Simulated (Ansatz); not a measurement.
# What NaP3 (built on the NaN3 structure) distorts into, part 2 of 3

Aim: this structure of NaP3 (built on the NaN3 structure) is to be tested for unstable modes, and one is followed downhill.

Ansatz 0.2.0; DFT PBEsol, scalar-relativistic, plane waves, PAW.

So far, highest frequency on path, mesh or solved points (cm⁻¹): step 2 (response at finite wavevector) 302. Also lowest frequency on the path (cm⁻¹): step 2 -224.

The structure was built from a prototype and need not be the compound's stable phase.

### 4. The mode frozen in, largest atomic shift 0.45 Å

The atoms are moved along the unstable eigenvector, the largest shift by 0.45 Å, with the cell fixed.

The input, input.yaml:

```yaml
crystal:
  lattice:
    - [3.9575023488, 3.9575023488, 0.0]
    - [3.9575023488, 0.0, 3.9575023488]
    - [3.9575023488, 0.0, -3.9575023488]
  atoms:
    - { symbol: Na, position: [0.0590733732, -0.0295366866, -0.0886100597] }
    - { symbol: Na, position: [-0.0590733732, 0.5295366866, 0.5886100597] }
    - { symbol: P, position: [0.4195962444, 0.5, 0.0804037556] }
    - { symbol: P, position: [0.5804037556, 0.0, 0.4195962444] }
    - { symbol: P, position: [0.5804037556, 0.4195962444, 0.4195962444] }
    - { symbol: P, position: [0.4195962444, 0.0804037556, 0.0804037556] }
    - { symbol: P, position: [0.0, 1.0, 0.4195962444] }
    - { symbol: P, position: [0.0, 0.5, 0.0804037556] }
kpoints:
  mp_grid: { grid: [10, 10, 10] }
hamiltonian:
  xc: pbesol
scf:
  occupations: { method: methfessel_paxton, width: 0.2 }
output:
  forces: true
  stress: true
  eigenvalues: true
```

On the command line:

```console
ansatz run input.yaml --threads 8 --pin off --max-ram 14336MiB --backend cpu --events-out ev --progress --plain --runs-dir out
```

Standard output:

```text
[...]
Crystal: 8 atoms, lattice volume = 123.963 Å³
Basis set: ecut = 420 eV, 2421 PW (Γ), exchange–correlation on 80×80×80 points (8 copies of the dense FFT grid, shifted against one another)
Bands: 32, of which v1, the nominal top of the filled ones, is band 24 counted from 1 (23 counted from 0)
Symmetry: 12 space group operations
[...]
k-points: 116 of 1000
[...]
k-point 0: bands = [... 20 lower, 5.0083, 8.9609, 9.1532, 10.2136, 10.2136, 10.3277, 11.8292, 11.8292, ... 4 higher]
  k-point 1: bands = [... 20 lower, 5.2437, 8.9670, 9.1728, 10.0200, 10.0200, 10.5252, 11.7947, 11.7947, ... 4 higher]
  k-point 2: bands = [... 20 lower, 5.6893, 8.9615, 9.2257, 9.5663, 9.5663, 11.0164, 11.6675, 11.6675, ... 4 higher]
  k-point 115: bands = [... 20 lower, 7.0517, 7.1476, 8.2107, 8.5292, 8.5875, 9.5826, 10.0517, 11.1880, ... 4 higher]
[key lines of the parts left out:]
SCF converged after 7 iterations
Free energy (F): -7390.894104 eV
Fermi energy:    8.958980 eV
P = ⅓ Tr σ = 7.5773 GPa (75.773 kbar)
```

Wall time 3 s (8 threads of Arm Neoverse V2, shared host); peak memory 0.73 GiB; 22 s of CPU time.

This step gave:

```
pressure                         : 7.577 GPa
energy from the undistorted cell : -191.5 meV/atom
```

The energy, extrapolated to zero smearing, is -191.53 meV/atom against the undistorted cell.

The run ends at a pressure of 7.58 GPa, with forces up to 1.3 eV/Å.

### 5. Energy along the mode, all amplitudes (two of the runs are shown above)

An imaginary frequency means negative curvature, so the energy should fall and then rise again as anharmonic terms take over.

This step gave:

```
depth at the lowest point sampled  : 191.5 meV/atom
largest atomic shift at that point : 0.45 Å
```

Table of energy from the parent by largest atomic shift:

| largest atomic shift (Å) | energy from the parent (meV/atom) |
| --- | --- |
| 0.000 | 0 |
| 0.040 | -2.70 |
| 0.080 | -11.4 |
| 0.140 | -37.0 |
| 0.220 | -84.1 |
| 0.320 | -144 |
| 0.450 | -192 |
| 0.600 | -139 |

Displacement at unit largest shift by atom:

| atom | x (Å) | y (Å) | z (Å) | size |
| --- | --- | --- | --- | --- |
| Na1 | -0.520 | 0.520 | 0.520 | 0.901 |
| Na2 | 0.520 | -0.520 | -0.520 | 0.901 |
| P3 | 0.000 | -0.707 | -0.707 | 1.000 |
| P4 | 0.000 | 0.707 | 0.707 | 1.000 |
| P5 | -0.707 | 0.707 | 0.000 | 1.000 |
| P6 | 0.707 | -0.707 | 0.000 | 1.000 |
| P7 | -0.707 | 0.000 | 0.707 | 1.000 |
| P8 | 0.707 | 0.000 | -0.707 | 1.000 |

The lowest step is at 0.45 Å, 192 meV/atom below the parent, and the energy rises beyond it.

### 6. Relaxation from the frozen mode

Starting from the lowest point found, all atoms and the cell are let go, so that strain and other modes of the same symmetry can join in.

input.yaml, as its differences from that of step 4:

```diff
@@ -24 +24,6 @@
   eigenvalues: true
+relax:
+  adjacent_minimum: "off"
+  f_tol: 0.002
+  max_steps: 120
+  cell: { stress_tol: 0.03 }
```

Standard output:

```text
[...]
Crystal: 8 atoms, lattice volume = 123.963 Å³
Basis set: ecut = 420 eV, 2421 PW (Γ), exchange–correlation on 80×80×80 points (8 copies of the dense FFT grid, shifted against one another)
Bands: 32, of which v1, the nominal top of the filled ones, is band 24 counted from 1 (23 counted from 0)
Symmetry: 12 space group operations
[...]
k-points: 116 of 1000
[...]
SCF iter   1: F=—  HF=-7390.905794 eV  |F-HF|=—  |Δ(HF+E_count)|=         —  Δρ=5.84e-3  dr2=3.32e-2  ethr=1.77e-3  ⟨swp⟩=9.1  Hψ=20440  notcnv=0
[...]
SCF iter   7: F=-7390.894104 eV  HF=-7390.894104 eV  |F-HF|=4.15e-8  |Δ(HF+E_count)|=   4.67e-7  S|Δr|=    0.00e0  Δρ=5.71e-6  dr2=7.70e-8  ethr=2.08e-10  ⟨swp⟩=8.9  Hψ=20219  notcnv=0
SCF 1 converged in 7 iterations: F = -7390.894104 eV  dr2 = 7.70e-8
[...]
relax step   1: F+E_penalty+E_count = -7390.89410395 eV  Δ(F+E_penalty+E_count) = +0.000e0 eV  max|allowed force component| = 7.687e-1 eV/Å  Δτ_max = 0.0000 Å  P = +7.577 GPa  Ω = 123.963 Å³  (7 SCF iters, dr2 threshold 1.00e-7 eV, accepted)
Crystal: 8 atoms, lattice volume = 133.909 Å³
Basis set: ecut = 420 eV, 2675 PW (Γ), exchange–correlation on 80×80×80 points (8 copies of the dense FFT grid, shifted against one another)
[...]
SCF iter   6: F=-7391.509597 eV  HF=-7391.509597 eV  |F-HF|=1.66e-7  |Δ(HF+E_count)|=   6.45e-7  S|Δr|=    0.00e0  Δρ=2.25e-5  dr2=5.69e-7  ethr=1.67e-9  ⟨swp⟩=9.7  Hψ=19876  notcnv=0
SCF 2 converged in 6 iterations: F = -7391.509597 eV  dr2 = 5.69e-7
relax step   2: F+E_penalty+E_count = -7391.50959730 eV  Δ(F+E_penalty+E_count) = -6.155e-1 eV  max|allowed force component| = 3.736e-1 eV/Å  Δτ_max = 0.1207 Å  P = +2.332 GPa  Ω = 133.909 Å³  energy of the carried Pulay correction = -1.784e-3 eV  (6 SCF iters, dr2 threshold 8.00e-7 eV, accepted)
Crystal: 8 atoms, lattice volume = 141.702 Å³
Basis set: ecut = 420 eV, 2765 PW (Γ), exchange–correlation on 80×80×80 points (8 copies of the dense FFT grid, shifted against one another)
[...]
SCF iter   7: F=-7391.769675 eV  HF=-7391.769675 eV  |F-HF|=3.27e-8  |Δ(HF+E_count)|=   2.64e-7  S|Δr|=    0.00e0  Δρ=7.21e-6  dr2=1.30e-7  ethr=1.67e-9  ⟨swp⟩=8.7  Hψ=17034  notcnv=0
SCF 3 converged in 7 iterations: F = -7391.769675 eV  dr2 = 1.30e-7
relax step   3: F+E_penalty+E_count = -7391.76967518 eV  Δ(F+E_penalty+E_count) = -2.601e-1 eV  max|allowed force component| = 2.191e-1 eV/Å  Δτ_max = 0.1444 Å  P = +0.397 GPa  Ω = 141.702 Å³  energy of the carried Pulay correction = -3.089e-3 eV  (7 SCF iters, dr2 threshold 8.00e-7 eV, accepted)
[... from here on, the SCF cycles and remarks between the steps are left out ...]
relax step   4: F+E_penalty+E_count = -7391.83460007 eV  Δ(F+E_penalty+E_count) = -6.492e-2 eV  max|allowed force component| = 1.581e-1 eV/Å  Δτ_max = 0.0637 Å  P = -0.290 GPa  Ω = 144.721 Å³  energy of the carried Pulay correction = -3.575e-3 eV  (6 SCF iters, dr2 threshold 8.00e-7 eV, accepted)
relax step   5: F+E_penalty+E_count = -7390.96296367 eV  Δ(F+E_penalty+E_count) = +8.716e-1 eV  max|allowed force component| = 2.405e0 eV/Å  Δτ_max = 0.1952 Å  P = +8.423 GPa  Ω = 152.819 Å³  energy of the carried Pulay correction = -4.825e-3 eV  (8 SCF iters, dr2 threshold 8.00e-7 eV, rejected (line search))
relax step   6: F+E_penalty+E_count = -7391.86883488 eV  Δ(F+E_penalty+E_count) = -3.423e-2 eV  max|allowed force component| = 1.693e-1 eV/Å  Δτ_max = 0.0309 Å  P = -0.278 GPa  Ω = 147.312 Å³  energy of the carried Pulay correction = -3.983e-3 eV  (11 SCF iters, accepted)
relax step   7: F+E_penalty+E_count = -7391.88138206 eV  Δ(F+E_penalty+E_count) = -1.255e-2 eV  max|allowed force component| = 8.259e-2 eV/Å  Δτ_max = 0.0547 Å  P = -0.839 GPa  Ω = 153.528 Å³  energy of the carried Pulay correction = -4.931e-3 eV  (7 SCF iters, dr2 threshold 8.00e-7 eV, accepted)
relax step   8: F+E_penalty+E_count = -7391.89344544 eV  Δ(F+E_penalty+E_count) = -1.206e-2 eV  max|allowed force component| = 5.104e-2 eV/Å  Δτ_max = 0.0213 Å  P = -0.216 GPa  Ω = 151.169 Å³  energy of the carried Pulay correction = -4.576e-3 eV  (6 SCF iters, dr2 threshold 8.00e-7 eV, accepted)
relax step   9: F+E_penalty+E_count = -7391.89578913 eV  Δ(F+E_penalty+E_count) = -2.344e-3 eV  max|allowed force component| = 1.009e-2 eV/Å  Δτ_max = 0.0110 Å  P = +0.114 GPa  Ω = 151.350 Å³  energy of the carried Pulay correction = -4.604e-3 eV  (6 SCF iters, dr2 threshold 1.63e-7 eV, accepted)
relax step  10: F+E_penalty+E_count = -7391.89620828 eV  Δ(F+E_penalty+E_count) = -4.191e-4 eV  max|allowed force component| = 1.191e-2 eV/Å  Δτ_max = 0.0084 Å  P = +0.064 GPa  Ω = 151.763 Å³  energy of the carried Pulay correction = -4.666e-3 eV  (6 SCF iters, dr2 threshold 6.22e-8 eV, accepted)
relax step  11: F+E_penalty+E_count = -7391.89628479 eV  Δ(F+E_penalty+E_count) = -7.652e-5 eV  max|allowed force component| = 3.619e-3 eV/Å  Δτ_max = 0.0017 Å  P = -0.014 GPa  Ω = 151.745 Å³  energy of the carried Pulay correction = -4.663e-3 eV  (5 SCF iters, dr2 threshold 1.81e-8 eV, accepted)
relax step  12: F+E_penalty+E_count = -7391.89629408 eV  Δ(F+E_penalty+E_count) = -9.287e-6 eV  max|allowed force component| = 1.966e-4 eV/Å  Δτ_max = 0.0012 Å  P = -0.001 GPa  Ω = 151.763 Å³  energy of the carried Pulay correction = -4.666e-3 eV  (5 SCF iters, dr2 threshold 8.19e-10 eV, accepted)
relax step  13: F+E_penalty+E_count = -7391.92091710 eV  Δ(F+E_penalty+E_count) = -2.462e-2 eV  max|allowed force component| = 1.787e-3 eV/Å  Δτ_max = 0.0000 Å  P = +0.274 GPa  Ω = 151.763 Å³  stress off target by 4.26e-1 GPa  SCF on the basis re-selected at this cell (its energy is not comparable with the rows above)  (7 SCF iters)
relax step  14: F+E_penalty+E_count = -7391.92249269 eV  Δ(F+E_penalty+E_count) = -1.576e-3 eV  max|allowed force component| = 3.152e-3 eV/Å  Δτ_max = 0.0051 Å  P = +0.072 GPa  Ω = 153.030 Å³  energy of the carried Pulay correction = -1.943e-4 eV  (5 SCF iters, dr2 threshold 4.53e-7 eV, accepted)
relax step  15: F+E_penalty+E_count = -7391.92253988 eV  Δ(F+E_penalty+E_count) = -4.719e-5 eV  max|allowed force component| = 4.679e-3 eV/Å  Δτ_max = 0.0015 Å  P = +0.007 GPa  Ω = 153.374 Å³  energy of the carried Pulay correction = -2.507e-4 eV  (5 SCF iters, dr2 threshold 3.98e-8 eV, accepted)
relax step  16: F+E_penalty+E_count = -7391.92255341 eV  Δ(F+E_penalty+E_count) = -1.353e-5 eV  max|allowed force component| = 7.267e-4 eV/Å  Δτ_max = 0.0011 Å  P = -0.006 GPa  Ω = 153.416 Å³  energy of the carried Pulay correction = -2.577e-4 eV  (6 SCF iters, dr2 threshold 1.37e-9 eV, accepted)
[...]
SCF iter   5: F=-7391.922816 eV  HF=-7391.922816 eV  |F-HF|=1.73e-11  |Δ(HF+E_count)|=  8.37e-11  S|Δr|=    0.00e0  Δρ=1.24e-7  dr2=2.77e-11  ethr=1.00e-12  ⟨swp⟩=10.2  Hψ=23639  notcnv=0
SCF 17 converged in 5 iterations: F = -7391.922816 eV  dr2 = 2.77e-11
relax step  17: F+E_penalty+E_count = -7391.92281643 eV  Δ(F+E_penalty+E_count) = -2.630e-4 eV  max|allowed force component| = 7.104e-4 eV/Å  Δτ_max = 0.0000 Å  P = -0.006 GPa  Ω = 153.416 Å³  stress off target by 8.28e-3 GPa  SCF on the basis re-selected at this cell (its energy is not comparable with the rows above)  (5 SCF iters)
[...]
SCF converged after 5 iterations
[...]
Free energy (F): -7391.922816 eV
[...]
Internal energy: -7391.931080 eV  (E = F + TS)
E sigma→0 (E₀):  -7391.924882 eV
Entropy (-TS):   0.008264 eV (1.033 meV/atom)
Fermi energy:    6.897860 eV
[...]
--- Forces (eV/Å), atoms counted from 1 ---
  atom   1  Na     0.00000656    -0.00000656    -0.00000656
  atom   2  Na    -0.00000656     0.00000656     0.00000656
  atom   3  P      0.00058189     0.00071035     0.00071035
  atom   4  P     -0.00058189    -0.00071035    -0.00071035
  atom   5  P      0.00071035    -0.00071035     0.00058189
  atom   6  P     -0.00071035     0.00071035    -0.00058189
  atom   7  P      0.00071035     0.00058189    -0.00071035
  atom   8  P     -0.00071035    -0.00058189     0.00071035
  max |Σ_I F_I| component: 7.41e-17 eV/Å
--- Stress (GPa, compression-positive) ---
       -0.005549      -0.002729      -0.002729
       -0.002729      -0.005549       0.002729
       -0.002729       0.002729      -0.005549
  P = ⅓ Tr σ = -0.0055 GPa (-0.055 kbar)
--- Band table (eV; the first three rows and the last of 116) ---
  k-point 0: bands = [... 20 lower, 3.4971, 4.7188, 7.2287, 7.9536, 7.9536, 8.0590, 8.9886, 8.9886, ... 4 higher]
  k-point 1: bands = [... 20 lower, 3.5833, 4.7220, 7.2497, 7.9330, 7.9330, 8.1772, 8.9674, 8.9674, ... 4 higher]
  k-point 2: bands = [... 20 lower, 3.8134, 4.7302, 7.3049, 7.8778, 7.8778, 8.4967, 8.9048, 8.9048, ... 4 higher]
  k-point 115: bands = [... 20 lower, 4.9888, 5.0666, 5.4655, 5.7178, 6.0840, 6.3374, 7.8685, 8.8446, ... 4 higher]
--- Relaxed structure (15 steps of the walk, 14 accepted, 2 SCFs on fresh bases) ---
  F+E_penalty+E_count = -7391.92281643 eV   max|allowed force component| = 7.104e-4 eV/Å   (the final SCF, on the basis selected at the relaxed cell)
  cell:  # Å, volume = 153.4165 Å³
    - [4.166441, 4.166441, -4.163336e-17]
    - [4.166441, -4.163336e-17, 4.166441]
    - [4.334729, -0.168288, -4.334729]
  atoms:
    - { symbol: Na, position: [0.108297, -0.054148, -0.162445] }
    - { symbol: Na, position: [-0.108297, 0.554148, 0.662445] }
    - { symbol: P, position: [0.393283, 0.524740, 0.131457] }
    - { symbol: P, position: [0.606717, -0.024740, 0.368543] }
    - { symbol: P, position: [0.606717, 0.418024, 0.368543] }
    - { symbol: P, position: [0.393283, 0.081976, 0.131457] }
    - { symbol: P, position: [0.049481, 0.975260, 0.368543] }
    - { symbol: P, position: [-0.049481, 0.524740, 0.131457] }
```

It took 56 s on 8 threads; peak memory 0.88 GiB; 7.1 min of CPU time.

Step by step:

| step | energy less that of the first step (eV) | largest force component (eV/Å) | pressure (GPa) | volume (Å³) |
| --- | --- | --- | --- | --- |
| 1 | 0.0000 | 0.7687 | 7.58 | 123.96 |
| 2 | -0.6155 | 0.3736 | 2.33 | 133.91 |
| 3 | -0.8756 | 0.2191 | 0.40 | 141.70 |
| 4 | -0.9405 | 0.1581 | -0.29 | 144.72 |
| 5 | -0.0689 | 2.4048 | 8.42 | 152.82 |
| 6 | -0.9747 | 0.1693 | -0.28 | 147.31 |
| 7 | -0.9873 | 0.0826 | -0.84 | 153.53 |
| 8 | -0.9993 | 0.0510 | -0.22 | 151.17 |
| 9 | -1.0017 | 0.0101 | 0.11 | 151.35 |
| 10 | -1.0021 | 0.0119 | 0.06 | 151.76 |
| 11 | -1.0022 | 0.0036 | -0.01 | 151.74 |
| 12 | -1.0022 | 0.0002 | 0.00 | 151.76 |
| 13* | -1.0268 | 0.0018 | 0.27 | 151.76 |
| 14 | -1.0284 | 0.0032 | 0.07 | 153.03 |
| 15 | -1.0284 | 0.0047 | 0.01 | 153.37 |
| 16 | -1.0284 | 0.0007 | -0.01 | 153.42 |
| 17* | -1.0287 | 0.0007 | -0.01 | 153.42 |

Relaxation steps marked * repeat the geometry before them on a plane-wave basis chosen anew for their cell, so energy and pressure can jump there. Relaxation step 5 was tried and not accepted.

Forces are held to the 12 operations that the program found; a distortion that breaks them can't arise in this run.

| conventional cell, symmetrised | before | after | change |
| --- | --- | --- | --- |
| a (Å) | 5.597 | 5.892 | +5.3 % |
| b (Å) | 5.597 | 5.892 | +5.3 % |
| c (Å) | 13.709 | 15.307 | +11.7 % |
| volume (Å³/atom) | 15.50 | 19.18 | +23.8 % |

The atoms that moved most (Å, as changes of fractional coordinates times the final cell):

| atom | dx | dy | dz | length |
| --- | --- | --- | --- | --- |
| Na2 | 0.218 | -0.218 | -0.218 | 0.377 |
| Na1 | -0.218 | 0.218 | 0.218 | 0.377 |
| P4 | -0.215 | 0.118 | 0.118 | 0.272 |
| P5 | -0.118 | 0.118 | 0.215 | 0.272 |
| P6 | 0.118 | -0.118 | -0.215 | 0.272 |
| P7 | -0.118 | 0.215 | 0.118 | 0.272 |
| P8 | 0.118 | -0.215 | -0.118 | 0.272 |
| P3 | 0.215 | -0.118 | -0.118 | 0.272 |

This step gave:

```
pressure        : -0.005549 GPa
volume per atom : 19.18 Å³
```

The distorted start has space group R-3m; the relaxation ends in R-3m.

### 7. The new phase in its own primitive cell

The relaxed structure is symmetrised, reduced to its primitive cell and relaxed tightly, as its phonons need.

The input, input.yaml:

```yaml
crystal:
  lattice:
    - [2.9461185749, 1.7009423523, 5.1024749838]
    - [-2.9461185749, 1.7009423523, 5.1024749838]
    - [0.0, -3.4018847046, 5.1024749838]
  atoms:
    - { symbol: Na, position: [0.8041482604, 0.8041482604, 0.8041482604] }
    - { symbol: Na, position: [0.1958517396, 0.1958517396, 0.1958517396] }
    - { symbol: P, position: [0.6680236279, 0.2252597362, 0.2252597362] }
    - { symbol: P, position: [0.3319763721, 0.7747402638, 0.7747402638] }
    - { symbol: P, position: [0.7747402638, 0.3319763721, 0.7747402638] }
    - { symbol: P, position: [0.2252597362, 0.6680236279, 0.2252597362] }
    - { symbol: P, position: [0.7747402638, 0.7747402638, 0.3319763721] }
    - { symbol: P, position: [0.2252597362, 0.2252597362, 0.6680236279] }
kpoints:
  mp_grid: { grid: [9, 9, 9] }
hamiltonian:
  xc: pbesol
scf:
  occupations: { method: methfessel_paxton, width: 0.2 }
output:
  forces: true
  stress: true
  eigenvalues: true
relax:
  adjacent_minimum: "off"
  f_tol: 0.001
  max_steps: 60
  cell: { stress_tol: 0.01 }
```

Standard output:

```text
[...]
Crystal: 8 atoms, lattice volume = 153.416 Å³
Basis set: ecut = 420 eV, 2981 PW (Γ), exchange–correlation on 90×90×90 points (8 copies of the dense FFT grid, shifted against one another)
Bands: 32, of which v1, the nominal top of the filled ones, is band 24 counted from 1 (23 counted from 0)
Symmetry: 12 space group operations
[...]
k-points: 85 of 729
[...]
atoms:
    - { symbol: Na, position: [0.803975, 0.803975, 0.803975] }
    - { symbol: Na, position: [0.196025, 0.196025, 0.196025] }
    - { symbol: P, position: [0.669017, 0.224710, 0.224710] }
    - { symbol: P, position: [0.330983, 0.775290, 0.775290] }
    - { symbol: P, position: [0.775290, 0.330983, 0.775290] }
    - { symbol: P, position: [0.224710, 0.669017, 0.224710] }
    - { symbol: P, position: [0.775290, 0.775290, 0.330983] }
    - { symbol: P, position: [0.224710, 0.224710, 0.669017] }
[key lines of the parts left out:]
SCF converged after 6 iterations
Free energy (F): -7391.922013 eV
Fermi energy:    6.850421 eV
P = ⅓ Tr σ = 0.0004 GPa (0.004 kbar)
```

Elapsed: 17 s, on 8 threads; peak memory 0.81 GiB; 2.1 min of CPU time.

Step by step:

| step | energy less that of the first step (eV) | largest force component (eV/Å) | pressure (GPa) | volume (Å³) |
| --- | --- | --- | --- | --- |
| 1 | 0.0000 | 0.0277 | -0.02 | 153.42 |
| 2 | -0.0002 | 0.0179 | 0.00 | 153.43 |
| 3 | -0.0004 | 0.0036 | 0.01 | 153.60 |
| 4 | -0.0004 | 0.0015 | -0.01 | 153.71 |
| 5 | -0.0004 | 0.0013 | 0.00 | 153.69 |
| 6 | -0.0004 | 0.0001 | 0.00 | 153.69 |
| 7* | -0.0004 | 0.0001 | 0.00 | 153.69 |

Relaxation steps marked * repeat the geometry before them on a plane-wave basis chosen anew for their cell, so energy and pressure can jump there.

The run keeps the 12 symmetry operations that the program found, so distortions that break them were not tested.

| conventional cell, symmetrised | before | after | change |
| --- | --- | --- | --- |
| a (Å) | 5.892 | 5.897 | +0.1 % |
| b (Å) | 5.892 | 5.897 | +0.1 % |
| c (Å) | 15.307 | 15.311 | +0.0 % |
| volume (Å³/atom) | 19.18 | 19.21 | +0.2 % |

Final coordinates:

```cif
data_structure
_symmetry_space_group_name_H-M 'P 1'
_symmetry_Int_Tables_number 1
_cell_length_a 6.1350
_cell_length_b 6.1350
_cell_length_c 6.1350
_cell_angle_alpha 57.449
_cell_angle_beta 57.449
_cell_angle_gamma 57.449
_cell_volume 153.69
loop_
_atom_site_label
_atom_site_type_symbol
_atom_site_fract_x
_atom_site_fract_y
_atom_site_fract_z
_atom_site_occupancy
Na1 Na 0.80397 0.80397 0.80397 1
Na2 Na 0.19603 0.19603 0.19603 1
P3 P 0.66902 0.22471 0.22471 1
P4 P 0.33098 0.77529 0.77529 1
P5 P 0.77529 0.33098 0.77529 1
P6 P 0.22471 0.66902 0.22471 1
P7 P 0.77529 0.77529 0.33098 1
P8 P 0.22471 0.22471 0.66902 1
```

This step gave:

* pressure: 3.56e-4 GPa
* volume per atom: 19.21 Å³

The largest force component left is 0.053 meV/Å and the pressure is 0.000 GPa, within the tolerances set. The cell now holds 19.21 Å³/atom.

(Continued in part 3 of 3.)

[Long decimals in the printed logs are rounded to 6 places.]

[Logs are printed without paths, hosts, clocks, repeated set-up lines and the standing remarks that a program may print on its own settings, such as how far it seeks lower states.]

[Hosts, paths, dates, database ids (printed as entryN), source tags and the programs' standing remarks are cut or masked in the printed files.]

[Where the starting crystal was built by hand or by swapping elements, it need not be the compound's stable phase.]
